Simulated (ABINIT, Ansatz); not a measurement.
# Quasiparticle gap of H6PbCBr3N (Pm) in ABINIT, part 3 of 3

Aim: the G0W0 gap of H6PbCBr3N (Pm) on PBEsol, step by step.

ABINIT 10.8.3; PBEsol and many-body steps on it, plane waves. Known limits of the many-body steps: not at the basis limit; no spin-orbit coupling; coarse k mesh.

So far. Step 3 (Bands along the symmetry lines): The gap is 2.005 eV, as in the run before at this level. Step 4 (Empty states on the mesh, 2×2×2 mesh, 607 bands): On this mesh the gap is 2.005 eV.

### Step 5. Screening, 2×2×2 mesh, 553 bands, screening to 176.9 eV

The RPA dielectric matrix is built and inverted for each q.

This step: RPA screening on PBEsol, plane waves, norm-conserving pseudopotentials.

Contents of run.abi:

```
acell 3*1.0 Angstrom
rprim 
  6.038531000000 -0.000000000000 -0.000000000000
  -0.000000000000 6.059680000000 0.000000000000
  -0.007679000000 0.000000000000 6.128174000000
ntypat 5
znucl 1 82 6 35 7
natom 12
typat 1 1 1 1 1 1 2 3 4 4 4 5
xred 
  0.218258000000 0.862101000000 0.968190000000
  0.177786000000 -0.000000000000 0.198636000000
  0.825095000000 0.851944000000 0.061619000000
  0.869341000000 -0.000000000000 0.811715000000
  0.825095000000 0.148056000000 0.061619000000
  0.218258000000 0.137899000000 0.968190000000
  0.475266000000 0.500000000000 0.477994000000
  0.897311000000 -0.000000000000 0.988520000000
  0.430028000000 0.500000000000 0.972748000000
  0.434852000000 -0.000000000000 0.512708000000
  0.966538000000 0.500000000000 0.440736000000
  0.140606000000 -0.000000000000 0.032465000000
pp_dirpath "pseudos"
pseudos "H.upf, Pb.upf, C.upf, Br.upf, N.upf"
ecut 37
ngkpt 2 2 2
nshiftk 1
shiftk 0 0 0
kptopt 1
chksymbreak 0
istwfk *1
occopt 1
irdwfk 1
optdriver 3
nband 553
ecuteps 6.5
inclvkb 2
awtr 1
symchi 1
indata_prefix "in"
outdata_prefix "out"
tmpdata_prefix "tmp"
```

The run is started by

```sh
$ OMP_NUM_THREADS=1 mpirun -n 16 abinit run.abi > log
```

Numbers of over 12 decimals in the logs are rounded to 6 here.

The program printed:

```text
.Version 10.8.3 of ABINIT. v10.8.2 released Aug 2026.

 Symmetries : space group Pm (#  6); Bravais mP (primitive monocl.)
[... echo of the input left out ...]
== DATASET  1 ==================================================================
-   mpi_nproc: 16, omp_nthreads: 1 (-1 if OMP is not activated)

--- !DatasetInfo
iteration_state: {dtset: 1, }
dimensions: {natom: 12, nkpt: 8, mband: 553, nsppol: 1, nspinor: 1, nspden: 1, mpw: 16306, }
cutoff_energies: {ecut:  37.0, pawecutdg:  -1.0, }
electrons: {nelect:   8.80000000E+01, charge:   0.00000000E+00, occopt:   1.00000000E+00, tsmear:   1.00000000E-02, }

 SCREENING: Calculation of the susceptibility and dielectric matrices

 Based on a program developped by R.W. Godby, V. Olevano, G. Onida, and L. Reining.
 Incorporated in ABINIT by V. Olevano, G.-M. Rignanese, and M. Torrent.
.Using double precision arithmetic ; gwpc =  8

[... cell and pseudopotentials left out ...]
--------------------------------------------------------------------------------

 ==== K-mesh for the wavefunctions ====
 Number of points in the irreducible wedge :     8
[... list of points left out ...]
 Together with  2 symmetry operations and time-reversal symmetry
 yields     8 points in the full Brillouin Zone.

 ==== Q-mesh for the screening function ====
 Number of points in the irreducible wedge :     8
[... list of points left out ...]
 Together with  2 symmetry operations and time-reversal symmetry
 yields     8 points in the full Brillouin Zone.

 setmesh: FFT mesh size selected  =    45x   45x   45
          total number of points  =        91125

 vcoul_init : cutoff-mode = AUXILIARY_FUNCTION
 q-points for optical limit:   1
     1)      0.000010    0.000020    0.000030

- screening: taking advantage of time-reversal symmetry
- Maximum band index for partially occupied states nbvw = 44
- Remaining bands to be divided among processors   nbcw = 509
- Number of bands treated by each node ~31

 Number of electrons calculated from density =   88.0000; Expected =   88.0000
 average of density, n =  0.058153
 r_s =    1.6012
 omega_plasma =   23.2618 [eV]

 calculating chi0 at frequencies [eV] :
  1    0.000000E+00    0.000000E+00
  2    0.000000E+00    2.326176E+01

--------------------------------------------------------------------------------
  q-point number  1        q = ( 0.000000, 0.000000, 0.000000) [r.l.u.]
--------------------------------------------------------------------------------
[... chi0 elements left out ...]
 For q-point:  0.000010 0.000020 0.000030
  dielectric constant =   6.4436
  dielectric constant without local fields =   7.3635

  Average fulfillment of the sum rule on Im[epsilon] for q-point    1 :     77.57  [%]
[... wings left out ...]
  q-point number  2        q = ( 0.500000, 0.000000, 0.000000) [r.l.u.]
--------------------------------------------------------------------------------
[... chi0 elements left out ...]
  Average fulfillment of the sum rule on Im[epsilon] for q-point    2 :     81.27  [%]

 [... 6 further q-points ...]
```

Run time: 9.4 min. Hardware: 16 MPI ranks of Intel Xeon 6975P-C (Granite Rapids), shared host; peak memory 21 GiB.

This step gave:

```
ε∞ with local fields, on this mesh, along the program's q direction : 6.444
the same without local fields                                       : 7.364
plasma frequency                                                    : 23.26 eV
plane waves in the screening matrix                                 : 1213
```

Local fields lower ε∞ by 12 %. On a Γ-centred mesh this coarse the value itself is usually too large, while a short band sum pulls it down.

### Step 6. Self-energy, 2×2×2 mesh, 553 bands, screening to 176.9 eV

The self-energy is evaluated for the states that the input lists, and the levels follow from it, in one-shot runs by the linearised quasiparticle equation.

This step: G0W0 on PBEsol, plane waves, norm-conserving pseudopotentials.

run.abi: that of step 5 with these lines changed.

```diff
@@ -33,8 +33,17 @@
 irdwfk 1
-optdriver 3
+optdriver 4
 nband 553
+gwcalctyp 0
+ecutsigx 37
+symsigma 1
+nkptgw 2
+kptgw 
+  0.5000000000 0.5000000000 0.5000000000
+  0.0000000000 0.0000000000 0.0000000000
+bdgw 
+  43 46
+  43 46
 ecuteps 6.5
-inclvkb 2
-awtr 1
-symchi 1
+irdscr 1
+ppmodel 1
 indata_prefix "in"
```

The program printed:

```text
.Version 10.8.3 of ABINIT. v10.8.2 released Aug 2026.

 Symmetries : space group Pm (#  6); Bravais mP (primitive monocl.)
[... echo of the input left out ...]
== DATASET  1 ==================================================================
-   mpi_nproc: 16, omp_nthreads: 1 (-1 if OMP is not activated)

--- !DatasetInfo
iteration_state: {dtset: 1, }
dimensions: {natom: 12, nkpt: 8, mband: 553, nsppol: 1, nspinor: 1, nspden: 1, mpw: 16306, }
cutoff_energies: {ecut:  37.0, pawecutdg:  -1.0, }
electrons: {nelect:   8.80000000E+01, charge:   0.00000000E+00, occopt:   1.00000000E+00, tsmear:   1.00000000E-02, }

 SIGMA: Calculation of the GW corrections

 Based on a program developped by R.W. Godby, V. Olevano, G. Onida, and L. Reining.
 Incorporated in ABINIT by V. Olevano, G.-M. Rignanese, and M. Torrent.
.Using double precision arithmetic ; gwpc =  8

[... cell and pseudopotentials left out ...]
--------------------------------------------------------------------------------

 ==== K-mesh for the wavefunctions ====
 Number of points in the irreducible wedge :     8
[... list of points left out ...]
 Together with  2 symmetry operations and time-reversal symmetry
 yields     8 points in the full Brillouin Zone.

 ==== Q-mesh for screening function ====
 Number of points in the irreducible wedge :     8
[... list of points left out ...]
 Together with  2 symmetry operations and time-reversal symmetry
 yields     8 points in the full Brillouin Zone.

 vcoul_init : cutoff-mode = AUXILIARY_FUNCTION
 q-points for optical limit:   1
     1)      0.000010    0.000020    0.000030
 setmesh: FFT mesh size selected  =    64x   64x   64
          total number of points  =       262144

 Number of electrons calculated from density =   88.0000; Expected =   88.0000
 average of density, n =  0.058153
 r_s =    1.6012
 omega_plasma =   23.2618 [eV]

 === KS Band Gaps ===
  >>>> For spin  1
   Minimum direct gap =   2.0047 [eV], located at k-point      :   0.5000  0.5000  0.5000
   Fundamental gap    =   2.0047 [eV], Top of valence bands at :   0.5000  0.5000  0.5000
                                       Bottom of conduction at :   0.5000  0.5000  0.5000
 SIGMA fundamental parameters:
 PLASMON POLE MODEL  1
 number of plane-waves for SigmaX                16279
 number of plane-waves for SigmaC and W           1213
 number of plane-waves for wavefunctions         16279
 number of bands                                   553
 number of independent spin polarizations            1
 number of spinorial components                      1
 number of k-points in IBZ                           8
 number of q-points in IBZ                           8
 number of symmetry operations                       2
 number of k-points in BZ                            8
 number of q-points in BZ                            8
 number of frequencies for dSigma/dE                 9
 frequency step for dSigma/dE [eV]                0.25
 number of omega for Sigma on real axis              0
 max omega for Sigma on real axis  [eV]           0.00
 zcut for avoiding poles [eV]                     0.10

 EPSILON^-1 parameters (SCR file):
 dimension of the eps^-1 matrix on file           1213
 dimension of the eps^-1 matrix used              1213
 number of plane-waves for wavefunctions         16279
 number of bands                                   553
 number of q-points in IBZ                           8
 number of frequencies                               2
 number of real frequencies                          1
 number of imag frequencies                          1

 matrix elements of self-energy operator (all in [eV])

 Perturbative Calculation

--- !SelfEnergy_ee
iteration_state: {dtset: 1, }
kpoint     : [   0.500,    0.500,    0.500, ]
spin       : 1
KS_gap     :    2.005
QP_gap     :    3.877
Delta_QP_KS:    1.873
data: !SigmaeeData |
     Band     E0 <VxcDFT>   SigX SigC(E0)      Z dSigC/dE  Sig(E)    E-E0       E
       43  -0.462 -14.394 -19.340   2.595   0.783  -0.276 -16.236  -1.842  -2.303
       44   0.350 -15.279 -18.521   1.572   0.796  -0.257 -16.608  -1.329  -0.979
       45   2.354 -10.622  -6.649  -3.306   0.815  -0.227 -10.078   0.544   2.898
       46   2.367 -10.597  -6.591  -3.311   0.816  -0.226 -10.030   0.567   2.934

--- !SelfEnergy_ee
iteration_state: {dtset: 1, }
kpoint     : [   0.000,    0.000,    0.000, ]
spin       : 1
KS_gap     :    5.072
QP_gap     :    7.303
Delta_QP_KS:    2.231
data: !SigmaeeData |
     Band     E0 <VxcDFT>   SigX SigC(E0)      Z dSigC/dE  Sig(E)    E-E0       E
       43  -0.683 -14.002 -18.932   2.612   0.782  -0.279 -15.815  -1.813  -2.496
       44  -0.665 -14.012 -18.929   2.607   0.781  -0.280 -15.816  -1.805  -2.469
       45   4.408  -7.707  -3.909  -3.290   0.838  -0.193  -7.281   0.426   4.834
       46   5.519 -11.746  -7.688  -3.574   0.800  -0.251 -11.359   0.387   5.906

== END DATASET(S) ==============================================================
================================================================================

 -outvars: echo values of variables after computation  --------
           etotal      0.0000000000E+00
            nband         553
             nkpt           8
          spgroup           6
 [... the other variables as echoed above ...]

 Calculation completed.
```

Run time: 3.9 min. Hardware: 16 MPI ranks; peak memory 21 GiB.

This step gave:

| Item | Value |
| --- | --- |
| G0W0 gap on the points computed | 3.877 eV |
| starting gap on the mesh | 2.005 eV |
| k of the valence top | 0.5, 0.5, 0.5 |
| k of the conduction bottom | 0.5, 0.5, 0.5 |
| Z at the valence top | 0.796 |
| Z at the conduction bottom | 0.815 |
| least direct G0W0 gap on the computed points | 3.877 eV |

The gap on the mesh goes from 2.00 eV to 3.88 eV, a correction of +1.87 eV.

Limits: finite bands, cutoff and mesh; no spin-orbit coupling; coarse k mesh. v1 is the top filled band, c1 the lowest empty one. Levels before and after the correction, in eV, zero at the valence-band top of each column:

```tsv
	conduction bottom	valence top
Kohn-Sham	2.00	0.00
G0W0	3.88	0.00
```

```tsv
	level	energy (eV)
Kohn-Sham	(0.5 0.5 0.5) v2	-0.811
Kohn-Sham	(0.5 0.5 0.5) v1	0.000
Kohn-Sham	(0.5 0.5 0.5) c1	2.005
Kohn-Sham	(0.5 0.5 0.5) c2	2.017
G0W0	(0.5 0.5 0.5) v2	-1.324
G0W0	(0.5 0.5 0.5) v1	0.000
G0W0	(0.5 0.5 0.5) c1	3.877
G0W0	(0.5 0.5 0.5) c2	3.913
```

### Step 7. Where the time went

Times are wall times on 16 MPI ranks of Intel Xeon 6975P-C (Granite Rapids), shared host, good to a factor of about two.

```tsv
step	time	share	memory (GiB)
ground state	1.9 min	5 %	2.8
bands along the symmetry lines	69 s	3 %	2.2
empty states on the mesh	23 min	58 %	3.0
screening	9.4 min	24 %	21
self-energy	3.9 min	10 %	21
```

### Step 8. Summary of results

```yaml
pbesol_gap: 2.00 eV, direct
g0w0_gap_on_the_mesh: 3.88 eV
gw_settings: 2×2×2 mesh, 553 bands, screening to 176.9 eV, Godby-Needs plasmon pole
known_limits: not at the basis limit; no spin-orbit coupling; coarse k mesh
```

What this shows: G0W0 moves the gap on the mesh from 2.00 eV to 3.88 eV (+1.87 eV), with Z of 0.80 and 0.81 at the edges. Local fields lower the RPA ε∞ on this mesh from 7.36 to 6.44; a Γ-centred mesh this coarse tends to raise both, most where the direct gap is narrow, while a short band sum lowers them. Only 2 of the mesh's irreducible points were corrected, so a valley elsewhere could overtake. The dearest step here is «empty states on the mesh». Bands and cutoff are finite, so the gap is not at the basis limit. The miss can reach some tenths of an eV and take either sign; the mesh is an error of its own. In the G0W0 run levels were corrected at 2 k points alone, so a gap called «on the mesh» is the least over those, and an edge elsewhere would be missed. The 2×2×2 mesh is coarse for this cell, which bears on the long-range parts of exchange and screening. Where an edge is built on 6p states of lead, bismuth or thallium, scalar-relativistic gaps usually stand too wide, by a few tenths to over one eV. The many-body steps are scalar-relativistic: spin-orbit coupling is not in them.

[Paths, hosts, dates, memory and timing lines, banners, echoed tables and standing remarks are left out of the program output.]

[Logs are printed without paths, hosts, clocks, repeated set-up lines and the standing remarks that a program may print on its own settings, such as how far it seeks lower states.]

[Runs of the session that timed out or met a known fault of the program may be left out.]

[Hosts, paths, dates, database ids (printed as entryN), source tags and the programs' standing remarks are cut or masked in the printed files.]

[G0W0 gaps are taken among the corrected bands and points alone; a level outside them can change the order at an edge.]

[Where Ansatz stands beside ABINIT at settings called matched, ABINIT's density can come from a denser mesh and the files from another edition; pairs whose starting gaps differed by over 0.03 eV were left out, so agreement reads better than it is.]
